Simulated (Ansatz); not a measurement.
# Lattice dynamics of Be4P2O (built on the sites of a database entry of Ca4Sb2O)

Aim: the vibrations of Be4P2O (built on the sites of a database entry of Ca4Sb2O), their spectra, and whether the structure is stable.

Method: DFT PBEsol, scalar-relativistic, plane waves, PAW, in Ansatz 0.2.0.

The structure was built from a prototype and need not be the compound's stable phase.

## (1) Starting point

Symmetry: I4/mmm, No. 139, tetragonal system. The conventional cell has a = 3.155 Å, b = 3.155 Å, c = 11.024 Å, α = 90.00°, β = 90.00°, γ = 90.00°. Nearest to Be lie 2 O at 1.58 Å and 4 P at 2.20 Å. Be has 1 O at 1.84 Å and 5 P at 2.14 to 2.25 Å nearest. P has 9 Be at 2.14 to 2.25 Å nearest. Nearest to O lie 6 Be at 1.58 to 1.84 Å. Farther neighbours and most contacts between anions are not listed.

## (2) Coarse relaxation

A rough relaxation comes first, because large forces or stress need no tight tolerances yet.

The input, input.yaml:

```yaml
crystal:
  lattice:
    - [-1.57755, 1.57755, 5.51217]
    - [1.57755, -1.57755, 5.51217]
    - [1.57755, 1.57755, -5.51217]
  atoms:
    - { symbol: Be, position: [0.5, 0.0, 0.5] }
    - { symbol: Be, position: [0.0, 0.5, 0.5] }
    - { symbol: Be, position: [0.3332, 0.3332, 0.0] }
    - { symbol: Be, position: [0.6668, 0.6668, 0.0] }
    - { symbol: P, position: [0.1387, 0.1387, 0.0] }
    - { symbol: P, position: [0.8613, 0.8613, 0.0] }
    - { symbol: O, position: [0.5, 0.5, 0.0] }
kpoints:
  mp_grid: { grid: [8, 8, 8] }
hamiltonian:
  xc: pbesol
scf:
  occupations: { method: gaussian, width: 0.1 }
output:
  forces: true
  stress: true
  eigenvalues: true
relax:
  adjacent_minimum: "off"
  f_tol: 0.05
  max_steps: 80
  cell: { stress_tol: 0.5 }
```

Command:

```console
$ ansatz run input.yaml --threads 8 --pin off --max-ram 14336MiB --backend cpu --events-out ev --progress --plain --runs-dir out
```

Numbers of over 12 decimals in the logs are rounded to 6 here.

The program printed:

```text
The last accepted step is kept in <dir> (removed where the run ends without a failure and the disk answers)
[...]
- [1.789568, -1.789568, 5.476107]
    - [1.789568, 1.789568, -5.476107]
  atoms:
    - { symbol: Be, position: [0.5, 4.945409945044903e-19, 0.5] }
    - { symbol: Be, position: [4.945409945044941e-19, 0.5, 0.5] }
    - { symbol: Be, position: [0.343009, 0.343009, 0] }
    - { symbol: Be, position: [0.656991, 0.656991, 0] }
    - { symbol: P, position: [0.146361, 0.146361, 0] }
    - { symbol: P, position: [0.853639, 0.853639, 0] }
    - { symbol: O, position: [0.5, 0.5, 0] }
[key lines of the parts left out:]
SCF converged after 5 iterations
Free energy (F): -2403.542172 eV
Fermi energy:    9.680449 eV
P = ⅓ Tr σ = 0.0938 GPa (0.938 kbar)
```

The job ended after 16 s (8 threads of Intel Xeon Platinum 8259CL at 2.50GHz (Skylake/Cascade Lake), shared host; peak memory 0.53 GiB).

The steps of the relaxation:

| step | energy less that of the first step (eV) | largest force component (eV/Å) | pressure (GPa) | volume (Å³) |
| --- | --- | --- | --- | --- |
| 1 | 0.0000 | 2.7240 | 52.11 | 54.87 |
| 2 | -1.5931 | 1.0228 | 22.00 | 61.11 |
| 3 | -2.0923 | 0.2568 | 4.50 | 66.74 |
| 4 | -2.1476 | 0.1673 | 2.15 | 67.72 |
| 5 | -2.1807 | 0.1416 | 0.30 | 68.79 |
| 6 | -2.1823 | 0.0548 | -0.04 | 69.02 |
| 7 | -2.1830 | 0.0078 | -0.03 | 68.97 |
| 8* | -2.2746 | 0.0070 | 1.66 | 68.97 |
| 9 | -2.2841 | 0.0201 | 0.87 | 69.73 |
| 10 | -2.2820 | 0.0351 | -1.03 | 70.71 |
| 11 | -2.2848 | 0.0065 | 0.08 | 70.15 |
| 12* | -2.2869 | 0.0065 | 0.09 | 70.15 |

Relaxation steps marked * repeat the geometry before them on a plane-wave basis chosen anew for their cell, so energy and pressure can jump there. Relaxation step 10 was tried and not accepted.

Forces are held to the 16 operations that the run works with; a distortion that breaks them can't arise in this run.

| cell as run | before | after | change |
| --- | --- | --- | --- |
| a (Å) | 5.947 | 6.033 | +1.4 % |
| b (Å) | 5.947 | 6.033 | +1.4 % |
| c (Å) | 5.947 | 6.033 | +1.4 % |
| α (°) | 149.23 | 145.49 | -2.5 % |
| β (°) | 149.23 | 145.49 | -2.5 % |
| γ (°) | 44.07 | 49.61 | +12.6 % |
| volume (Å³/atom) | 7.84 | 10.02 | +27.8 % |

The atoms that moved most (Å, as changes of fractional coordinates times the final cell):

| atom | dx | dy | dz | length |
| --- | --- | --- | --- | --- |
| Be3 | 0.000 | 0.000 | 0.107 | 0.107 |
| Be4 | 0.000 | 0.000 | -0.107 | 0.107 |
| P5 | 0.000 | 0.000 | 0.084 | 0.084 |
| P6 | 0.000 | 0.000 | -0.084 | 0.084 |

Final coordinates:

```cif
data_structure
_symmetry_space_group_name_H-M 'P 1'
_symmetry_Int_Tables_number 1
_cell_length_a 6.0326
_cell_length_b 6.0326
_cell_length_c 6.0326
_cell_angle_alpha 145.487
_cell_angle_beta 145.487
_cell_angle_gamma 49.609
_cell_volume 70.15
loop_
_atom_site_label
_atom_site_type_symbol
_atom_site_fract_x
_atom_site_fract_y
_atom_site_fract_z
_atom_site_occupancy
Be1 Be 0.50000 0.00000 0.50000 1
Be2 Be 0.00000 0.50000 0.50000 1
Be3 Be 0.34301 0.34301 0.00000 1
Be4 Be 0.65699 0.65699 0.00000 1
P5 P 0.14636 0.14636 0.00000 1
P6 P 0.85364 0.85364 0.00000 1
O7 O 0.50000 0.50000 0.00000 1
```

This step gave:

```
pressure          : 0.09377 GPa
volume per atom   : 10.02 Å³
gap on the k-mesh : 0 eV
```

In this step the volume went from 7.84 to 10.02 Å³/atom.

## (3) Bringing the structure to rest

Harmonic phonons are second derivatives at a point where the forces vanish, and they are wanted at zero stress, so atoms and cell are relaxed first.

The input, input.yaml:

```yaml
crystal:
  lattice:
    - [-1.7895684547, 1.7895684547, 5.4761069388]
    - [1.7895684547, -1.7895684547, 5.4761069388]
    - [1.7895684547, 1.7895684547, -5.4761069388]
  atoms:
    - { symbol: Be, position: [0.5, 0.0, 0.5] }
    - { symbol: Be, position: [0.0, 0.5, 0.5] }
    - { symbol: Be, position: [0.3430088984, 0.3430088984, 0.0] }
    - { symbol: Be, position: [0.6569911016, 0.6569911016, 0.0] }
    - { symbol: P, position: [0.1463612427, 0.1463612427, 0.0] }
    - { symbol: P, position: [0.8536387573, 0.8536387573, 0.0] }
    - { symbol: O, position: [0.5, 0.5, 0.0] }
kpoints:
  mp_grid: { grid: [14, 14, 14] }
hamiltonian:
  xc: pbesol
scf:
  occupations: { method: gaussian, width: 0.1 }
output:
  forces: true
  stress: true
  eigenvalues: true
relax:
  adjacent_minimum: "off"
  f_tol: 0.005
  max_steps: 80
  cell: { stress_tol: 0.05 }
```

The program printed:

```text
[...]
Crystal: 7 atoms, lattice volume = 70.150 Å³
Basis set: ecut = 420 eV, 1355 PW (Γ), FFT grids on a1+a3, a2+a3, a3, exchange–correlation on 48×48×90 points (8 copies of the dense FFT grid, shifted against one another)
Bands: 19, of which v1, the nominal top of the filled ones, is band 12 counted from 1 (11 counted from 0)
Symmetry: 16 space group operations
[...]
- [-1.791153, 1.791153, 5.473153]
    - [1.791153, -1.791153, 5.473153]
    - [1.791153, 1.791153, -5.473153]
  atoms:
    - { symbol: Be, position: [0.500000, 0, 0.500000] }
    - { symbol: Be, position: [0, 0.500000, 0.500000] }
    - { symbol: Be, position: [0.343048, 0.343048, 0] }
    - { symbol: Be, position: [0.656952, 0.656952, 0] }
    - { symbol: P, position: [0.146273, 0.146273, 0] }
    - { symbol: P, position: [0.853727, 0.853727, 0] }
    - { symbol: O, position: [0.500000, 0.500000, 0] }
[key lines of the parts left out:]
SCF converged after 5 iterations
Free energy (F): -2403.544706 eV
Fermi energy:    9.653328 eV
P = ⅓ Tr σ = -0.0141 GPa (-0.141 kbar)
```

Wall time 22 s (8 threads); peak memory 0.73 GiB.

Relaxation path:

| step | energy less that of the first step (eV) | largest force component (eV/Å) | pressure (GPa) | volume (Å³) |
| --- | --- | --- | --- | --- |
| 1 | 0.0000 | 0.0084 | 0.10 | 70.15 |
| 2 | 0.0000 | 0.0015 | 0.04 | 70.19 |
| 3 | 0.0001 | 0.0027 | -0.01 | 70.23 |
| 4 | 0.0001 | 0.0023 | -0.02 | 70.24 |
| 5* | 0.0000 | 0.0024 | -0.01 | 70.24 |

Relaxation steps marked * repeat the geometry before them on a plane-wave basis chosen anew for their cell, so energy and pressure can jump there.

Forces are held to the 16 operations that the run works with; a distortion that breaks them can't arise in this run.

| conventional cell, symmetrised | before | after | change |
| --- | --- | --- | --- |
| a (Å) | 3.579 | 3.582 | +0.1 % |
| b (Å) | 3.579 | 3.582 | +0.1 % |
| c (Å) | 10.952 | 10.946 | -0.1 % |
| volume (Å³/atom) | 10.02 | 10.03 | +0.1 % |

Numbers from this step:

| Item | Value |
| --- | --- |
| pressure | -0.01412 GPa |
| volume per atom | 10.03 Å³ |

In this step the volume went from 10.02 to 10.03 Å³/atom.

## (4) Tight relaxation

Phonons need a cell at rest on their own settings, so the relaxation is repeated with tight tolerances on forces and stress, using the mesh and the filling of the phonon run that follows.

The input, input.yaml:

```yaml
crystal:
  lattice:
    - [-1.7911529729, 1.7911529729, 5.4731529675]
    - [1.7911529729, -1.7911529729, 5.4731529675]
    - [1.7911529729, 1.7911529729, -5.4731529675]
  atoms:
    - { symbol: Be, position: [0.5, 0.0, 0.5] }
    - { symbol: Be, position: [0.0, 0.5, 0.5] }
    - { symbol: Be, position: [0.3430482354, 0.3430482354, 0.0] }
    - { symbol: Be, position: [0.6569517646, 0.6569517646, 0.0] }
    - { symbol: P, position: [0.1462726682, 0.1462726682, 0.0] }
    - { symbol: P, position: [0.8537273318, 0.8537273318, 0.0] }
    - { symbol: O, position: [0.5, 0.5, 0.0] }
kpoints:
  mp_grid: { grid: [16, 16, 16] }
hamiltonian:
  xc: pbesol
scf:
  occupations: { method: methfessel_paxton, width: 0.2 }
output:
  forces: true
  stress: true
  eigenvalues: true
relax:
  adjacent_minimum: "off"
  f_tol: 0.001
  max_steps: 60
  cell: { stress_tol: 0.01 }
```

The program printed:

```text
[...]
Crystal: 7 atoms, lattice volume = 70.237 Å³
Basis set: ecut = 420 eV, 1355 PW (Γ), FFT grids on a1+a3, a2+a3, a3, exchange–correlation on 48×48×90 points (8 copies of the dense FFT grid, shifted against one another)
Bands: 19, of which v1, the nominal top of the filled ones, is band 12 counted from 1 (11 counted from 0)
Symmetry: 16 space group operations
[...]
- [-1.791359, 1.791359, 5.471675]
    - [1.791359, -1.791359, 5.471675]
    - [1.791359, 1.791359, -5.471675]
  atoms:
    - { symbol: Be, position: [0.500000, 0, 0.500000] }
    - { symbol: Be, position: [0, 0.500000, 0.500000] }
    - { symbol: Be, position: [0.343051, 0.343051, 0] }
    - { symbol: Be, position: [0.656949, 0.656949, 0] }
    - { symbol: P, position: [0.146278, 0.146278, 0] }
    - { symbol: P, position: [0.853722, 0.853722, 0] }
    - { symbol: O, position: [0.5, 0.5, 0] }
[key lines of the parts left out:]
SCF converged after 7 iterations
Free energy (F): -2403.544520 eV
Fermi energy:    9.649881 eV
P = ⅓ Tr σ = 0.0035 GPa (0.035 kbar)
```

Elapsed: 32 s, on 8 threads; peak memory 0.83 GiB.

Little changed from the start: no atom moved by 0.005 Å and no cell edge by 0.1 %.

Numbers from this step:

| Property | Result |
| --- | --- |
| pressure | 0.003511 GPa |

The largest force component left is 0.38 meV/Å and the pressure is 0.004 GPa, within the tolerances set. The cell now holds 10.03 Å³/atom.

## (5) Zone-centre response

The zone centre is the only wavevector solved here; it holds the modes that light can see, as far as symmetry allows. No field response is asked, since the mesh shows no gap.

The input, input.yaml:

```yaml
crystal:
  lattice:
    - [-1.7913590676, 1.7913590676, 5.4716745197]
    - [1.7913590676, -1.7913590676, 5.4716745197]
    - [1.7913590676, 1.7913590676, -5.4716745197]
  atoms:
    - { symbol: Be, position: [0.5, 0.0, 0.5] }
    - { symbol: Be, position: [0.0, 0.5, 0.5] }
    - { symbol: Be, position: [0.343050778, 0.343050778, 0.0] }
    - { symbol: Be, position: [0.656949222, 0.656949222, 0.0] }
    - { symbol: P, position: [0.1462780517, 0.1462780517, 0.0] }
    - { symbol: P, position: [0.8537219483, 0.8537219483, 0.0] }
    - { symbol: O, position: [0.5, 0.5, 0.0] }
kpoints:
  mp_grid: { grid: [16, 16, 16] }
hamiltonian:
  xc: pbesol
scf:
  occupations: { method: methfessel_paxton, width: 0.2 }
output:
  eigenvalues: true
phonons:
  method: dfpt
```

The program printed:

```text
zone centre: on kpoints.mp_grid the ground state, and the responses unless they are solved on pairs of k-points, stand on 621 of the mesh's 4096 k-points, reduced under 4 symmetry operations, with k and −k counted as one. Each operation leaves every solved displacement unchanged or reverses it
[...]
Crystal: 7 atoms, lattice volume = 70.234 Å³
Basis set: ecut = 420 eV, 1355 PW (Γ), exchange–correlation on 90×90×90 points (8 copies of the dense FFT grid, shifted against one another)
Bands: 19, of which v1, the nominal top of the filled ones, is band 12 counted from 1 (11 counted from 0)
Symmetry: 16 space group operations
k-points: 621 of 4096 (irreducible under 4 space group operations, time reversal used)
[...]
SCF iter   1: F=—  HF=-2403.562745 eV  |F-HF|=—  |Δ(HF+E_count)|=         —  Δρ=9.95e-3  dr2=6.53e-2  ethr=1.77e-3  ⟨swp⟩=5.8  Hψ=66086  notcnv=0
[...]
SCF iter   9: F=-2403.544520 eV  HF=-2403.544520 eV  |F-HF|=2.27e-12  |Δ(HF+E_count)|=  9.55e-12  S|Δr|=    0.00e0  Δρ=5.13e-8  dr2=3.38e-12  ethr=1.00e-12  ⟨swp⟩=9.9  Hψ=62923  notcnv=0
SCF 1 converged in 9 iterations: F = -2403.544520 eV  dr2 = 3.38e-12
[...]
DFPT response loops at Γ: preconditioner auto → Kerker (q_TF=auto, 2.281 Å⁻¹) (partly filled bands, converged f_vac=0.000); β = 1.00, the filter's whole step (`scf.mixing.beta` (0.50) is not read by the response loops under this deck's `scf.mixing.preconditioner`; to damp them name `kerker` or `kerker_dos`, under which they read `scf.mixing.beta`, and type it under 1.00, their step now; both keys bind the ground state too); Broyden in place of MSR1
SCF converged after 9 iterations
[...]
Free energy (F): -2403.544520 eV
[...]
Internal energy: -2403.544966 eV  (E = F + TS)
E sigma→0 (E₀):  -2403.544632 eV
Entropy (-TS):   0.000445 eV (0.064 meV/atom)
Fermi energy:    9.649881 eV
[...]
--- Band table (eV; the first three rows and the last of 621) ---
  k-point 0: bands = [... 8 lower, 6.5975, 8.0636, 8.4264, 8.4264, 10.6814, 11.1035, 12.8155, 13.2193, ... 3 higher]
  k-point 1: bands = [... 8 lower, 6.5366, 8.0846, 8.2431, 8.2675, 11.1282, 11.4393, 13.0147, 13.2512, ... 3 higher]
  k-point 2: bands = [... 8 lower, 6.3542, 7.2783, 7.8733, 8.8053, 12.1477, 12.2571, 13.2315, 13.2478, ... 3 higher]
  k-point 620: bands = [... 8 lower, 6.9889, 6.9889, 8.5431, 8.5431, 9.6091, 10.3408, 11.6627, 12.6729, ... 3 higher]
--- Phonons (Γ-DFPT): 9 representative perturbations + reference, on 621 of 4096 k-points (Σ response iterations 28) ---
  k mesh reduced under 4 symmetry operations, with k and −k counted as one. Each operation leaves every solved displacement unchanged or reverses it
  ASR residual: 1.374e-5 → 0.000e0 eV/Å²; symmetrization residual: 9.908e-7 eV/Å²
  ASR residual per site (eV/Å²): 1.37e-5 1.37e-5 8.52e-6 8.52e-6 1.56e-6 1.56e-6 1.03e-5
  Γ frequencies (cm⁻¹): -338.04 -338.04 -267.97 -267.97 0.00 0.00 0.00 143.47 160.62 160.62 239.61 239.61 351.16 351.16 361.00 373.03 430.85 430.85 483.98 601.64 613.99
  non-analytic LO–TO correction: not included (Born effective charges unavailable; polar crystals: no LO–TO splitting at Γ)
```

Wall time 4.7 min (8 threads); peak memory 3.3 GiB; 31 min of CPU time.

This step gave:

```yaml
sum_rule_residual_before_enforcement: 1.37e-5 eV/Å²
point_group: 4/mmm
highest_optical_mode_at_the_zone_centre_no_lo_to_term: 614.0 cm⁻¹
lowest_optical_zone_centre_mode: -338.0 cm⁻¹
```

Patterns of degenerate modes are one choice out of their space. Modes at Γ, with each element's share of the kinetic energy (negative means imaginary):

| mode | frequency (cm⁻¹) | symmetry | Be % | P % | O % |
| --- | --- | --- | --- | --- | --- |
| 1 | -338.0 | Eu | 85 | 9 | 6 |
| 2 | -338.0 | Eu | 85 | 9 | 6 |
| 3 | -268.0 | Eg | 100 | 0 | 0 |
| 4 | -268.0 | Eg | 100 | 0 | 0 |
| 5 | 0.0 | acoustic | 32 | 54 | 14 |
| 6 | 0.0 | acoustic | 32 | 54 | 14 |
| 7 | 0.0 | acoustic | 32 | 54 | 14 |
| 8 | 143.5 | B2u | 100 | 0 | 0 |
| 9 | 160.6 | Eu | 84 | 10 | 7 |
| 10 | 160.6 | Eu | 84 | 10 | 7 |
| 11 | 239.6 | Eg | 0 | 100 | 0 |
| 12 | 239.6 | Eg | 0 | 100 | 0 |
| 13 | 351.2 | Eu | 20 | 25 | 55 |
| 14 | 351.2 | Eu | 20 | 25 | 55 |
| 15 | 361.0 | A1g | 9 | 91 | 0 |
| 16 | 373.0 | A2u | 47 | 39 | 14 |
| 17 | 430.9 | Eu | 79 | 2 | 18 |
| 18 | 430.9 | Eu | 79 | 2 | 18 |
| 19 | 484.0 | A2u | 45 | 3 | 51 |
| 20 | 601.6 | A1g | 91 | 9 | 0 |
| 21 | 614.0 | A2u | 76 | 3 | 21 |

Displacements in mode 1 (-338.0 cm⁻¹), the largest set to 1:
```
Be1  0.06  0.00  0.00
Be2 -0.30  0.00  0.00
Be3  1.00  0.01  0.00
Be4  1.00  0.01  0.00
P5  -0.18  0.00  0.00
P6  -0.18  0.00  0.00
O7  -0.28  0.00  0.00
```

Displacements in mode 20 (601.6 cm⁻¹), the largest set to 1:
```
Be1  0.00  0.00  0.00
Be2  0.00  0.00  0.00
Be3  0.00  0.00 -1.00
Be4  0.00  0.00  1.00
P5   0.00  0.00  0.17
P6   0.00  0.00 -0.17
O7   0.00  0.00  0.00
```

Before it was imposed, the acoustic sum rule was missed by 1.4e-5 eV/Å². Small misses are needed for a sound result but don't prove that mesh and cutoff are converged. The lowest optical mode is imaginary, 338.0i cm⁻¹, so the energy falls along it.

## (6) Another isotope

An isotope changes the mass and not the force constants, so no new electronic calculation is needed; the shifts show which modes move this element.

The same force constants with the mass of O changed from 15.999 to 17.999 u (phonopy, no LO-TO term). Both lists are sorted by frequency; levels can cross, so a row need not hold one and the same mode. Modes under 3 cm⁻¹ are left out. Isotope shifts, by row:

| q | rank | natural mass (cm⁻¹) | changed mass (cm⁻¹) |
| --- | --- | --- | --- |
| 0 0 0 | 1 | -338 | -336.9 |
| 0 0 0 | 2 | -338 | -336.9 |
| 0 0 0 | 3 | -268 | -268 |
| 0 0 0 | 4 | -268 | -268 |
| 0 0 0 | 8 | 143.5 | 143.5 |
| 0 0 0 | 9 | 160.6 | 159.9 |
| 0 0 0 | 10 | 160.6 | 159.9 |
| 0 0 0 | 11 | 239.6 | 239.6 |
| 0 0 0 | 12 | 239.6 | 239.6 |
| 0 0 0 | 13 | 351.2 | 339.6 |
| 0 0 0 | 14 | 351.2 | 339.6 |
| 0 0 0 | 15 | 361 | 361 |
| 0 0 0 | 16 | 373 | 369.6 |
| 0 0 0 | 17 | 430.9 | 426.9 |
| 0 0 0 | 18 | 430.9 | 426.9 |
| 0 0 0 | 19 | 484 | 469.5 |
| 0 0 0 | 20 | 601.6 | 601.6 |
| 0 0 0 | 21 | 614 | 607.6 |

A mode of this element alone would shift by -5.72 %. The highest zone-centre frequency without the field goes from 614.0 to 607.6 cm⁻¹ (-1.0 %).

## (7) Results

```yaml
space_group_after_relaxation_within_0p01_a: I4/mmm
volume_per_atom: 10.0 Å³
electronic_character: no gap on this mesh
highest_optical_mode_at_the_zone_centre_no_lo_to_term: 614 cm⁻¹
lowest_optical_zone_centre_mode: -338 cm⁻¹
imaginary_modes_at_gamma_the_only_wavevector_solved: yes
```

In words: A zone-centre mode is imaginary (338.0i cm⁻¹), so this structure is not a minimum of the energy. The optical modes at Γ span -338 to 614 cm⁻¹ (negative means imaginary). No dispersion was computed. The highest mode in this list at Γ, 614.0 cm⁻¹, is mostly motion of Be (76 % of the kinetic energy). With no gap, or one that is small against the smearing, the frequencies hang on the k mesh and the smearing, most of all near Kohn anomalies. The starting cell was built on a prototype and not taken from a measurement, so the phase need not exist. These are harmonic frequencies at zero temperature: anharmonic shifts, linewidths and thermal expansion are left out.

[Logs are printed without paths, hosts, clocks, repeated set-up lines and the standing remarks that a program may print on its own settings, such as how far it seeks lower states.]

[Hosts, paths, dates, database ids (printed as entryN), source tags and the programs' standing remarks are cut or masked in the printed files.]
